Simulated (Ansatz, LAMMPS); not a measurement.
# Glassy 32SiO2-46B2O3-11MgO-11CaO (mol %) (137 atoms): a single point

What does DFT give for glassy 32SiO2-46B2O3-11MgO-11CaO (mol %) (137 atoms) as built?

Calculated with Ansatz 0.2.0; Kohn-Sham DFT, PBE, PAW (set soft_2), plane waves.

## (1) The structure

The cell holds 137 atoms: 12 Si, 34 B, 4 Mg, 4 Ca and 83 O. Its edges and angles: a = 11.464 Å, b = 11.464 Å, c = 11.464 Å, α = 90.0°, β = 90.0°, γ = 90.0°. 137 atoms (12 Si, 34 B, 4 Mg, 4 Ca, 83 O) placed at random at 2.18 g/cm³, melted at 3000 K for 20 ps at fixed volume with the Buckingham and Coulomb pair potential of Guillot and Sator (Geochim. Cosmochim. Acta 71, 1249 (2007)) with the boron terms of Wang et al. (J. Non-Cryst. Solids 498, 294 (2018)). Quenched from 3000 K to 300 K at 1000 K/ps and fixed volume, held 10 ps at zero pressure.

What the set-up can't give: The quench rate of 1000 K/ps far exceeds what a furnace or splat quench reaches, so expect more defects and frozen-in strain than in a real sample. The starting topology of bonds comes from the classical model, and needn't be the one that DFT or experiment would give. The Brillouin zone is sampled at Γ only, in a cell whose shortest periodic width is 11 Å.

## (2) Making the structure

A classical potential makes the cell, at a small fraction of what the same run would cost in DFT.

This step: classical MD, Buckingham and Coulomb pair potential of Guillot and Sator (Geochim. Cosmochim. Acta 71, 1249 (2007)) with the boron terms of Wang et al. (J. Non-Cryst. Solids 498, 294 (2018)) (LAMMPS 22 Jul 2025 - Update 4).

The input, in.lmp:

```
# melt-quench of Si12B34Mg4Ca4O83
units metal
atom_style charge
boundary p p p
region box block 0 12.0359 0 12.0359 0 12.0359
create_box 5 box
mass 1 28.0850   # Si
mass 2 10.8100   # B
mass 3 24.3050   # Mg
mass 4 40.0780   # Ca
mass 5 15.9990   # O
create_atoms 1 random 12 37743 NULL overlap 1.5 maxtry 2000
create_atoms 2 random 34 37750 NULL overlap 1.5 maxtry 2000
create_atoms 3 random 4 37757 NULL overlap 1.5 maxtry 2000
create_atoms 4 random 4 37764 NULL overlap 1.5 maxtry 2000
create_atoms 5 random 83 37771 NULL overlap 1.5 maxtry 2000
pair_style buck/coul/long 9.0
pair_coeff * * 0.0 1.0 0.0
pair_coeff 1 5 50306.10 0.161 46.2978   # Si-O
pair_coeff 2 5 206941.81 0.124 35.0018   # B-O
pair_coeff 3 5 32652.64 0.178 27.281   # Mg-O
pair_coeff 4 5 155667.70 0.178 42.2597   # Ca-O
pair_coeff 5 5 9022.79 0.265 85.0921   # O-O
pair_coeff 2 2 484.40 0.35 0.0   # B-B
pair_coeff 1 2 337.70 0.29 0.0   # Si-B
set type 1 charge 1.89
set type 2 charge 1.4175
set type 3 charge 0.945
set type 4 charge 0.945
set type 5 charge -0.945
kspace_style pppm 1.0e-4
neigh_modify delay 0 every 1 check yes
thermo_style custom step time temp pe press density
thermo_modify norm yes
# [... 17 lines left out ...]
fix md all nvt temp 3000 300 0.1
run 2700 post no
unfix md
thermo 3333
fix md all npt temp 300 300 0.1 iso 0 0 1
run 10000 post no
unfix md
write_dump all custom glass.dump id type xs ys zs modify sort id
```

Command:

```
$ lmp -in in.lmp -log none -nocite
```

Numbers of over 12 decimals in the logs are rounded to 6 here.

Output:

```text
LAMMPS (22 Jul 2025 - Update 4)
Created orthogonal box = (0 0 0) to (12.0359 12.0359 12.0359)
Created 12 atoms
Created 34 atoms
Created 4 atoms
Created 4 atoms
Created 83 atoms
PPPM initialization ...
  G vector (1/distance) = 0.3261271
  grid = 10 10 10
  estimated relative force accuracy = 6.6918602e-05
   Step          Time           Temp          PotEng         Press         Density
         0   0              0              1.4664012      1348540.1      2.1809742
       100   0.1            0             -10.884354     -34494.843      2.1809742
       122   0.122          0             -10.949942     -39896.776      2.1809742
[... 19 lines left out ...]
[... 2 lines left out ...]
Loop time of 12.8156 s on 1 MPI rank(s) for 20000 steps with 137 atoms
   Step          Time           Temp          PotEng         Press         Density
[... 12 lines left out ...]
Loop time of 1.69332 s on 1 MPI rank(s) for 2700 steps with 137 atoms
   Step          Time           Temp          PotEng         Press         Density
[... 1 line left out ...]
     26664   26.664         280.69777     -11.186866      4749.4961      2.5046812
     29997   29.997         326.6444      -11.190613     -758.90064      2.5196552
     33330   33.33          296.6656      -11.195076      24543.143      2.5544211
     33700   33.7           335.36089     -11.190972      7141.2215      2.5237102
Loop time of 7.94425 s on 1 MPI rank(s) for 10000 steps with 137 atoms
```

Run time: 23 s. Hardware: 1 thread of Arm Neoverse V1, shared host; peak memory 0.079 GiB.

## (3) Plane-wave single point

One self-consistent run at the given positions yields energy and forces.

The input, input.yaml:

```yaml
crystal:
  lattice:
    - [11.46434, 0.0, 0.0]
    - [0.0, 11.46434, 0.0]
    - [0.0, 0.0, 11.46434]
  atoms:
    - { symbol: Si, position: [0.18576, 0.66048, 0.78355] }
    - { symbol: Si, position: [0.47034, 0.94145, 0.67305] }
    - { symbol: Si, position: [0.52308, 0.38375, 0.78063] }
    - { symbol: Si, position: [0.28203, 0.40102, 0.38239] }
    - { symbol: Si, position: [0.6799, 0.89104, 0.38248] }
    - { symbol: Si, position: [0.38245, 0.71842, 0.05716] }
    - { symbol: Si, position: [0.98203, 0.29474, 0.60714] }
    - { symbol: Si, position: [0.77204, 0.29625, 0.7702] }
    - { symbol: Si, position: [0.64735, 0.63149, 0.25942] }
    - { symbol: Si, position: [0.26693, 0.07052, 0.96216] }
    - { symbol: Si, position: [0.32598, 0.97622, 0.46168] }
    - { symbol: Si, position: [0.34136, 0.70606, 0.44141] }
    - { symbol: B, position: [0.69353, 0.89311, 0.61019] }
    - { symbol: B, position: [0.89617, 0.22358, 0.98] }
    - { symbol: B, position: [0.83677, 0.48165, 0.28054] }
    - { symbol: B, position: [0.39624, 0.56175, 0.24303] }
    - { symbol: B, position: [0.50579, 0.4137, 0.02003] }
    - { symbol: B, position: [0.69596, 0.55226, 0.04344] }
    - { symbol: B, position: [0.79309, 0.27596, 0.16663] }
    - { symbol: B, position: [0.47875, 0.13006, 0.83508] }
    - { symbol: B, position: [0.435, 0.65625, 0.82657] }
    - { symbol: B, position: [0.18082, 0.86244, 0.0638] }
    - { symbol: B, position: [0.868, 0.81298, 0.75697] }
    - { symbol: B, position: [0.17288, 0.35758, 0.7578] }
    - { symbol: B, position: [0.87778, 0.01194, 0.26256] }
    - { symbol: B, position: [0.03701, 0.84661, 0.24272] }
    - { symbol: B, position: [0.96815, 0.8074, 0.97248] }
    - { symbol: B, position: [0.07903, 0.91886, 0.47104] }
    - { symbol: B, position: [0.02647, 0.1741, 0.312] }
    - { symbol: B, position: [0.53859, 0.66987, 0.61238] }
    - { symbol: B, position: [0.03386, 0.40861, 0.39201] }
    - { symbol: B, position: [0.25209, 0.89369, 0.78553] }
    [... 99 atom lines left out ...]
    - { symbol: O, position: [0.11367, 0.58442, 0.10897] }
    - { symbol: O, position: [0.3646, 0.87829, 0.75017] }
    - { symbol: O, position: [0.26488, 0.78835, 0.00975] }
    - { symbol: O, position: [0.46606, 0.69138, 0.93843] }
    - { symbol: O, position: [0.91234, 0.83532, 0.86825] }
    - { symbol: O, position: [0.11558, 0.62792, 0.90113] }
kpoints:
  mp_grid: { grid: [1, 1, 1] }
hamiltonian:
  xc: pbe
scf:
  occupations: { method: fixed }
output:
  forces: true
  stress: true
  populations: true
  dos:
    method: { smearing: { sigma: 0.1 } }
    de: 0.1
    projected: { site_lists: { B: [B], Ca: [Ca], Mg: [Mg], O: [O], Si: [Si] } }
  eigenvalues: true
  write_density: true
  write_potential: true
  volumetric_format: npy
```

Command:

```
$ ansatz run input.yaml --threads 8 --pin off --max-ram 15872MiB --backend cpu --events-out ev --progress --plain --runs-dir out
```

Output:

```text
Engine: ansatz 0.2.0, aarch64-unknown-linux-gnu
Pseudopotentials: kind: paw
Pseudopotential: Si, paw, valence charge 4, recommended cutoff 420 eV (normal), Si.paw.azcp
Pseudopotential: B, paw, valence charge 3, recommended cutoff 420 eV (normal), B.paw.azcp
Pseudopotential: Mg, paw, valence charge 10, recommended cutoff 420 eV (normal), Mg.paw.azcp
Pseudopotential: Ca, paw, valence charge 10, recommended cutoff 420 eV (normal), Ca.paw.azcp
Pseudopotential: O, paw, valence charge 6, recommended cutoff 420 eV (normal), O.paw.azcp
Functional definition: PBE
  parameter kappa = 0.804
  parameter beta = 0.066725
  exchange = pbe_x(kappa = kappa, mu = beta*pi^2/3)
  correlation = pbe_c(beta = beta)
Crystal: 137 atoms, lattice volume = 1506.771 Å³
Basis set: ecut = 420 eV, 29423 PW (Γ), exchange–correlation on 160×160×160 points (8 copies of the dense FFT grid, shifted against one another)
Bands: 501, of which v1, the nominal top of the filled ones, is band 364 counted from 1 (363 counted from 0)
Symmetry: 1 space group operations
Space group: P1 (ITA 1), of the structure as read, at distance tolerance 1.1e-4 Å
k-points: 1
Non-local potential: Si, projectors of the file, l = 0: 2, l = 1: 2, l = 2: 2
Non-local potential: B, projectors of the file, l = 0: 2, l = 1: 2, l = 2: 1
Non-local potential: Mg, projectors of the file, l = 0: 3, l = 1: 2, l = 2: 1
Non-local potential: Ca, projectors of the file, l = 0: 3, l = 1: 2, l = 2: 2
Non-local potential: O, projectors of the file, l = 0: 2, l = 1: 2, l = 2: 1
PAW form: soft (Blöchl's): semilocal exchange-correlation on the pseudo side does not see the compensation charge
PAW one-centre angular grid: Si, 110 points (default); XC on 64 Gauss nodes
PAW one-centre angular grid: B, 110 points (default); XC on 64 Gauss nodes
PAW one-centre angular grid: Mg, 110 points (default); XC on 64 Gauss nodes
PAW one-centre angular grid: Ca, 110 points (default); XC on 64 Gauss nodes
PAW one-centre angular grid: O, 110 points (default); XC on 64 Gauss nodes
Initial density: superposition of atomic densities (neutral atoms: chi_scale 0, normalization atom), corrected by the library's trained network
Initial wavefunctions: pseudopotential atomic-orbital guess
Functional: x = pbe(κ = 0.804, μ = 0.219515), c = pbe(β = 0.066725)
SCF iter   1: F=—  HF=-75112.295581 eV  |F-HF|=—  |Δ(HF+E_count)|=         —  Δρ=3.52e-3  dr2=2.22e-1  ethr=1.77e-3  ⟨swp⟩=7.0  Hψ=1814  notcnv=0  defer=133
preconditioner: auto → Resta (q_TF=auto, 2.417 Å⁻¹)  ε∞=3.3  [insulator: Δε(μ)=3.379 eV  Ē_g=16.584 eV  n_scr=364 (ndim 8)  ℏωp=25.1 eV  f_vac=0.117  ε∞_Penn≈3.3]
SCF iter   2: F=—  HF=-75112.287417 eV  |F-HF|=—  |Δ(HF+E_count)|=   8.16e-3  Δρ=1.79e-3  dr2=4.87e-2  ethr=3.04e-5  ⟨swp⟩=3.0  Hψ=830  notcnv=0  defer=135
SCF iter   3: F=—  HF=-75112.288698 eV  |F-HF|=—  |Δ(HF+E_count)|=   1.28e-3  Δρ=7.59e-4  dr2=1.23e-2  ethr=6.69e-6  ⟨swp⟩=3.0  Hψ=622  notcnv=0  defer=135
SCF iter   4: F=—  HF=-75112.287798 eV  |F-HF|=—  |Δ(HF+E_count)|=   8.99e-4  Δρ=2.58e-4  dr2=1.14e-3  ethr=1.69e-6  ⟨swp⟩=3.0  Hψ=638  notcnv=0  defer=135
SCF iter   5: F=—  HF=-75112.287821 eV  |F-HF|=—  |Δ(HF+E_count)|=   2.24e-5  Δρ=1.43e-4  dr2=2.84e-4  ethr=1.57e-7  ⟨swp⟩=3.0  Hψ=715  notcnv=0  defer=135
SCF iter   6: F=—  HF=-75112.287839 eV  |F-HF|=—  |Δ(HF+E_count)|=   1.81e-5  Δρ=4.78e-5  dr2=3.26e-5  ethr=3.90e-8  ⟨swp⟩=3.0  Hψ=661  notcnv=0  defer=135
SCF iter   7: F=—  HF=-75112.287812 eV  |F-HF|=—  |Δ(HF+E_count)|=   2.71e-5  Δρ=1.78e-5  dr2=4.57e-6  ethr=4.48e-9  ⟨swp⟩=3.0  Hψ=864  notcnv=0  defer=134
SCF iter   8: F=—  HF=-75112.287815 eV  |F-HF|=—  |Δ(HF+E_count)|=   3.70e-6  Δρ=1.03e-5  dr2=1.39e-6  ethr=6.28e-10  ⟨swp⟩=2.0  Hψ=684  notcnv=0  defer=134
SCF iter   9: F=-75112.287816 eV  HF=-75112.287815 eV  |F-HF|=7.57e-8  |Δ(HF+E_count)|=   6.90e-8  Δρ=2.42e-6  dr2=9.04e-8  ethr=1.37e-11  ⟨swp⟩=21.0  Hψ=5745  notcnv=0
SCF 1 converged in 9 iterations: F = -75112.287816 eV  dr2 = 9.04e-8
  greatest PAW one-centre occupation: 1.000 electrons in one spin orbital (limit 2), on the Mg atom at site 48 (counted from 0), in its partial waves of l = 0
SCF converged after 9 iterations
Free energy (F): -75112.287816 eV
Harris-Foulkes:  -75112.287815 eV  (|F-HF|=7.57e-8)
Internal energy: -75112.287816 eV  (E = F + TS)
E sigma→0 (E₀):  -75112.287816 eV
Fermi energy:    4.646990 eV
--- Per-component energies (eV) ---
  E_band       = -4686.213751
  E_kinetic    = 18288.869195
  E_local      = -52787.920930  (includes V_loc(G=0)·N_el)
  E_nonlocal   = 5302.019689
  E_hartree    = 19267.564888
  E_xc         = -8524.211775
  E_vxc        = -10481.640001  (∫ρ·V_xc dr)
  E_paw        = -26623.147269  (= ΣΔE_a)
  E_vpaw       = -3542.889113  (= ΣTr[D̂ρ^β])
  E_aug_tail   = 0.212313  (compensation charges beyond the density's cutoff)
  E_ewald      = -30035.673927
  E_smearing   = -0.000000  (= −TS)
  E_closure    = -0.000000  (closes the sum)
  Σ components = -75112.287816   (vs F -75112.287816, Δ=0.00e0)
--- Forces (eV/Å), atoms counted from 1 ---
  atom   1  Si     0.18200892    -0.08660735     0.94519024
  atom   2  Si    -1.10582356     1.52953065     2.42265877
  atom   3  Si    -0.69543152    -1.72445177     1.33004622
  atom   4  Si    -2.49959958    -3.35121016     2.99808189
  atom   5  Si    -1.44953794     1.93644747    -0.55800139
  atom   6  Si    -0.39640032     0.71512547    -0.63008090
  atom   7  Si     2.51852272    -0.48644783     1.03331203
  atom   8  Si     0.14220644     0.58311863    -0.47065298
  atom   9  Si    -1.76877874    -1.22491460     2.33411422
  atom  10  Si     2.32142823    -0.46339373     0.06860464
  atom  11  Si    -3.71858662    -0.08063728     1.24095814
  atom  12  Si     1.71655761    -0.09504778     2.09015864
  atom  13  B      0.38029699     1.85638819     0.43776742
  atom  14  B     -0.26535598    -2.98100124    -1.22681056
[...]
atom 136  O     -0.76641201     1.91231193     0.48426667
  atom 137  O     -0.19105471    -0.24714085     0.02400020
  max |Σ_I F_I| component: 2.22e-4 eV/Å
--- Stress (GPa, compression-positive) ---
       -2.454787      -0.808058      -0.556438
       -0.808061      -2.768293      -0.247599
       -0.556442      -0.247592      -2.191191
  P = ⅓ Tr σ = -2.4714 GPa (-24.714 kbar)
--- Band table (eV) ---
  k-point 0: bands = ["-71.1806", "-70.4412", "-70.3859", "-70.3537", [... 485 levels ...], "14.7442", "14.7910", "14.8330", "14.8948", "14.9670", "15.0022", "15.0324", "15.0535", "15.0819", "15.1189", "15.2273", "15.2323"]
--- Löwdin populations: 137 sites ---
  site symbol       q [e]
     0     Si      2.2193
     1     Si      2.2099
     2     Si      2.2073
[...]
136      O      6.5907
  spilling = 0.010300 (of n_electrons = 728.000000)
```

The job ended after 22 s (8 threads of Arm Neoverse V1, shared host; peak memory 2.4 GiB).

In the SCF lines HF is the Harris–Foulkes energy and dr2 the Hartree energy of the density residual, in eV; the loop may stop once dr2 is under the threshold and the program's other checks hold. Hψ counts applications of the Hamiltonian.

Read from the output:

- free energy: -75112.2878 eV
- free energy per atom: -548.2649 eV/atom
- SCF cycles: 9
- pressure: -2.471 GPa
- r.m.s. force component: 1.122 eV/Å
- longest force: 5.145 eV/Å
- Fermi energy: 4.647 eV
- gap (highest filled to lowest empty level): 3.136 eV
- spilling of the projection: 0.0103

Length of the force by element:

```tsv
element	coordination	atoms	mean length of the force (eV/Å)	spread	least	most
B	all	34	2.33	0.871	0.734	4.47
Ca	all	4	1.10	0.377	0.721	1.72
Mg	all	4	1.42	0.388	0.849	1.94
O	all	83	1.37	0.707	0.299	3.33
Si	all	12	2.56	1.21	0.763	5.14
```

Löwdin charges by element (they lack the spilled electrons, 0.055 e an atom on average):

```tsv
element	coordination	atoms	mean charge (e)	spread	least	most
B	all	34	0.615	0.0449	0.516	0.687
Ca	all	4	1.80	0.0092	1.79	1.81
Mg	all	4	1.65	0.0149	1.63	1.67
O	all	83	-0.581	0.147	-1.06	-0.358
Si	all	12	1.75	0.0346	1.68	1.79
```

Density of states as counts of states in windows of 1 eV (from the Fermi level), total and the larger projections:

```tsv
from (eV)	to (eV)	total	O p	B p	O s
-18	-17	17.2	0.2	2.7	12.6
-17	-16	2.0	0.1	0.3	1.4
-16	-12	0.0	0.0	0.0	0.0
-12	-11	4.1	2.8	0.2	0.1
-11	-10	19.5	13.5	1.1	0.5
-10	-9	27.6	19.2	2.8	0.7
-9	-8	32.6	22.8	4.9	0.6
-8	-7	46.1	32.7	7.9	0.6
-7	-6	34.3	24.9	6.0	0.8
-6	-5	43.1	33.4	5.6	1.8
-5	-4	57.8	48.5	4.7	2.0
-4	-3	71.8	64.4	3.1	1.7
-3	-2	87.0	81.9	1.7	1.2
-2	-1	56.1	53.6	0.8	0.5
-1	0	17.2	16.5	0.3	0.1
0	1	0.8	0.7	0.0	0.0
1	2	0.0	0.0	0.0	0.0
2	3	0.1	0.0	0.0	0.0
3	4	7.2	0.6	1.8	0.5
4	5	23.4	2.8	8.8	1.3
```

With fixed occupations the program's Fermi level is the highest filled level; weight inside the gap is the broadening of levels at its edges.

Between -26 and -18 eV lie 171 more states.

About 41 of the 728 electrons lie in deeper levels, below the stored range.

The levels nearest the highest filled one (over half full), pooled over k-points and spins:

```tsv
level less the highest filled one (eV)	occupation
-0.776	2
-0.718	2
-0.587	2
-0.496	2
-0.279	2
0	2
3.14	0
3.80	0
3.91	0
3.99	0
4.17	0
4.24	0
```

(Continued in part 2 of 2.)

[Logs are printed without paths, hosts, clocks, repeated set-up lines and the standing remarks that a program may print on its own settings, such as how far it seeks lower states.]

[Hosts, paths, dates, database ids (printed as entryN), source tags and the programs' standing remarks are cut or masked in the printed files.]
